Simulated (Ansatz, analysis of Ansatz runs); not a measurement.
# Reproducing a measured local vibrational mode: bond-centred H+ along c in ZnO

How near does this set-up come to the measured local vibrational mode? Subject: bond-centred H+ along c in ZnO. Set-up: PBE, 32-site cell, PBE lattice, 420 eV, k: the single point 1/4 1/4 1/4, SCF cut short. The model is a cell of 32 host atoms with 1 H put in. The frequencies come from force constants among the defect atom and its neighbours, with the masses of the isotopes named.

Measured beforehand: O-H stretch, 1H: 3611.3 cm⁻¹ at 10 K, by IR absorption (quoted in “Hydrogen and Related Defects in Oxide Semiconductors”, 2012, M. C. Tarun, 2012 (Ph.D. dissertation, Washington State University), quoting earlier work (2002)). O-D stretch, 2H: 2668 cm⁻¹ at 9 K, by FTIR absorption (quoted in “Hydrogen-related defects in hydrothermally grown ZnO studied by Fourier Transform Infrared Spectroscopy”, 2010, Halvard Haug, quoting earlier work (2005)). The runs below try to reproduce this.

Main program and level: Ansatz 0.2.0; plane-wave PAW DFT, PBE; relaxation of all atoms of a defect supercell.

**1. Starting point**

The cell holds 33 atoms: 16 Zn, 16 O and 1 H. Cell: a = 6.559 Å, b = 6.559 Å, c = 10.587 Å, α = 90.0°, β = 90.0°, γ = 120.0°. It derives from ZnO (space group P6_3mc). Nearest the centre at fractional (0.667, 0.333, 0.368): H33 at 0.00 Å, O20 at 1.00 Å, Zn17 at 1.70 Å, Zn18 at 2.35 Å, Zn26 at 2.35 Å, Zn2 at 2.35 Å, O19 at 2.68 Å, O27 at 2.68 Å. The cell carries charge +1.

The host's primitive cell comes from a first run (plane-wave PAW DFT, PBE; relaxation of the host's cell and atoms): vectors of 3.280, 3.280 and 5.293 Å. That is 12.33 Å³ an atom, 3.6 % over the diffraction cell's volume. The supercell is built on it.

**2. Relaxation, charge +1**

Every later number rests on the structure around the defect, so the atoms are relaxed at the host's lattice first.

File relax/input.yaml:

```yaml
relax:
  f_tol: 0.01
  max_steps: 80
  random_displacement: { amplitude: 0.02, seed: 811 }
crystal:
  lattice:
    - [6.55903994, 0.0, 0.0]
    - [-3.27951997, 5.68029522, 0.0]
    - [0.0, 0.0, 10.58650211]
  atoms:
    - { symbol: Zn, position: [0.166666667, 0.333333333, 0.249983552] }
    - { symbol: Zn, position: [0.333333333, 0.166666667, 0.499983552] }
    - { symbol: O, position: [0.333333333, 0.166666667, 0.189521448] }
    - { symbol: O, position: [0.166666667, 0.333333333, 0.439521448] }
    - { symbol: Zn, position: [0.166666667, 0.333333333, 0.749983552] }
    - { symbol: Zn, position: [0.333333333, 0.166666667, 0.999983552] }
    - { symbol: O, position: [0.333333333, 0.166666667, 0.689521448] }
    - { symbol: O, position: [0.166666667, 0.333333333, 0.939521448] }
    - { symbol: Zn, position: [0.166666667, 0.833333333, 0.249983552] }
    - { symbol: Zn, position: [0.333333333, 0.666666667, 0.499983552] }
    - { symbol: O, position: [0.333333333, 0.666666667, 0.189521448] }
    - { symbol: O, position: [0.166666667, 0.833333333, 0.439521448] }
    - { symbol: Zn, position: [0.166666667, 0.833333333, 0.749983552] }
    - { symbol: Zn, position: [0.333333333, 0.666666667, 0.999983552] }
    - { symbol: O, position: [0.333333333, 0.666666667, 0.689521448] }
    - { symbol: O, position: [0.166666667, 0.833333333, 0.939521448] }
    - { symbol: Zn, position: [0.666666667, 0.333333333, 0.207476594] }
    - { symbol: Zn, position: [0.833333333, 0.166666667, 0.499983552] }
    - { symbol: O, position: [0.833333333, 0.166666667, 0.189521448] }
    - { symbol: O, position: [0.666666667, 0.333333333, 0.463136425] }
    - { symbol: Zn, position: [0.666666667, 0.333333333, 0.749983552] }
    - { symbol: Zn, position: [0.833333333, 0.166666667, 0.999983552] }
    - { symbol: O, position: [0.833333333, 0.166666667, 0.689521448] }
    - { symbol: O, position: [0.666666667, 0.333333333, 0.939521448] }
    - { symbol: Zn, position: [0.666666667, 0.833333333, 0.249983552] }
    - { symbol: Zn, position: [0.833333333, 0.666666667, 0.499983552] }
    - { symbol: O, position: [0.833333333, 0.666666667, 0.189521448] }
    - { symbol: O, position: [0.666666667, 0.833333333, 0.439521448] }
    - { symbol: Zn, position: [0.666666667, 0.833333333, 0.749983552] }
    - { symbol: Zn, position: [0.833333333, 0.666666667, 0.999983552] }
    - { symbol: O, position: [0.833333333, 0.666666667, 0.689521448] }
    - { symbol: O, position: [0.666666667, 0.833333333, 0.939521448] }
    - { symbol: H, position: [0.666667, 0.333333, 0.368429] }
total_charge: 1
basis:
  ecutwfc: 420
  xc_grid: 2
hamiltonian:
  xc: pbe
kpoints:
  mp_grid: { grid: [1, 1, 1], shift: [0.25, 0.25, 0.25] }
scf:
  occupations: { method: fermi_dirac, width: 0.01 }
  max_iter: 5
output:
  forces: true
checkpoint:
  write: "../relax.run"
  compress: false
  write_wavefunctions: true
  write_every: 100000
```

The run is started by

```sh
$ ansatz run input.yaml --threads 2 --pin off --max-ram 3768MiB --backend cpu --events-out ev --progress --plain --runs-dir out
```

Numbers of over 12 decimals in the logs are rounded to 6 here.

The log of the run:

```text
[... repeated set-up lines and file paths are left out, and long positions are rounded to six places ...]
Engine: ansatz 0.2.0, aarch64-unknown-linux-gnu
Pseudopotentials: kind: paw
Pseudopotential: Zn, paw, valence charge 12, recommended cutoff 420 eV (normal), Zn.paw.azcp
Pseudopotential: O, paw, valence charge 6, recommended cutoff 420 eV (normal), O.paw.azcp
Pseudopotential: H, paw, valence charge 1, recommended cutoff 420 eV (normal), H.paw.azcp
Functional definition: PBE
  parameter kappa = 0.804
  parameter beta = 0.066725
  exchange = pbe_x(kappa = kappa, mu = beta*pi^2/3)
  correlation = pbe_c(beta = beta)
Crystal: 33 atoms, lattice volume = 394.424 Å³
Basis set: ecut = 420 eV, 7607 PW (Γ), exchange–correlation on 90×90×144 points (8 copies of the dense FFT grid, shifted against one another)
Bands: 177, of which v1, the nominal top of the filled ones, is band 144 counted from 1 (143 counted from 0)
Symmetry: 1 space group operations
k-points: 1
Non-local potential: Zn, projectors of the file, l = 0: 2, l = 1: 2, l = 2: 3, l = 3: 1
Non-local potential: O, projectors of the file, l = 0: 2, l = 1: 2, l = 2: 1
Non-local potential: H, projectors of the file, l = 0: 2, l = 1: 1
PAW form: soft (Blöchl's): semilocal exchange-correlation on the pseudo side does not see the compensation charge
PAW one-centre angular grid: Zn, 590 points (default); XC on 64 Gauss nodes
PAW one-centre angular grid: O, 110 points (default); XC on 64 Gauss nodes
PAW one-centre angular grid: H, 110 points (default); XC on 64 Gauss nodes
Initial density: superposition of atomic densities (neutral atoms scaled as one to the charged cell's electrons: chi_scale 0, normalization atom), corrected by the library's trained network
Initial wavefunctions: pseudopotential atomic-orbital guess
Functional: x = pbe(κ = 0.804, μ = 0.219515), c = pbe(β = 0.066725)
SCF iter   1: F=—  HF=-62214.238226 eV  |F-HF|=—  |Δ(HF+E_count)|=         —  Δρ=1.83e-2  dr2=7.69e-1  ethr=1.77e-3  ⟨swp⟩=6.0  Hψ=645  notcnv=0
preconditioner: auto → Resta (q_TF=auto, 2.589 Å⁻¹)  ε∞=7.1  [insulator: Δε(μ)=2.989 eV  Ē_g=12.810 eV  σ=0.010 eV  W_gap=1.00  n_scr=110 (ndim 8)  ℏωp=31.7 eV  f_vac=0.039  D(μ)=0.00/eV (n_scr^D=0)  ε∞_Penn≈7.1]
SCF iter   2: F=—  HF=-62214.003843 eV  |F-HF|=—  |Δ(HF+E_count)|=   2.34e-1  Δρ=3.85e-3  dr2=4.83e-2  ethr=2.67e-4  ⟨swp⟩=2.0  Hψ=338  notcnv=0  defer=26
SCF iter   3: F=—  HF=-62213.960883 eV  |F-HF|=—  |Δ(HF+E_count)|=   4.30e-2  Δρ=3.27e-3  dr2=4.00e-2  ethr=1.68e-5  ⟨swp⟩=1.0  Hψ=466  notcnv=0
SCF iter   4: F=—  HF=-62213.952491 eV  |F-HF|=—  |Δ(HF+E_count)|=   8.39e-3  Δρ=1.09e-3  dr2=3.53e-3  ethr=1.39e-5  ⟨swp⟩=1.0  Hψ=466  notcnv=0
SCF iter   5: F=—  HF=-62213.955671 eV  |F-HF|=—  |Δ(HF+E_count)|=   3.18e-3  Δρ=9.23e-4  dr2=2.15e-3  ethr=1.23e-6  ⟨swp⟩=1.0  Hψ=479  notcnv=0
Error: did not converge after 5 iterations: dr2 = 2.15e-3 (threshold 2.50e-6), under the density mixer `msr1`, which `scf.mixing.algorithm: auto` chose by the deck's other keys (type `scf.mixing.algorithm: msr1` to keep it); [...]
```

Run time: 5.6 s. Hardware: 2 threads of Arm Neoverse V1, shared host; peak memory 0.63 GiB.

Residual by cycle:

cycle, log10 residual and a bar from the least value:
```
        1       -0.1 ##############################
        2       -1.3 ################
        3       -1.4 ###############
        4       -2.5 ###
        5       -2.7
```

The run stopped without converging, so none of its numbers is a property of the system.

After 5 cycles the residual stands at 0.0022. The cap of 5 cycles in the input ended the loop.

The program's message: “Error: did not converge after 5 iterations: dr2 = 2.15e-3 (threshold 2.50e-6), under the density mixer `msr1`, which `scf.mixing.algorithm: auto` chose by the deck's other keys (type `scf.mixing.algor …”

**3. Outcome**

The local vibrational mode was not obtained, because the step “relaxation, charge +1” did not converge; the cause lies in the set-up: too few SCF iterations.

[Logs are printed without paths, hosts, clocks, repeated set-up lines and the standing remarks that a program may print on its own settings, such as how far it seeks lower states.]

[Hosts, paths, dates, database ids (printed as entryN), source tags and the programs' standing remarks are cut or masked in the printed files.]

[For some hosts the program warned that the k-mesh of the response run may be too coarse for force constants and the static dielectric constant; such warnings are not shown here.]
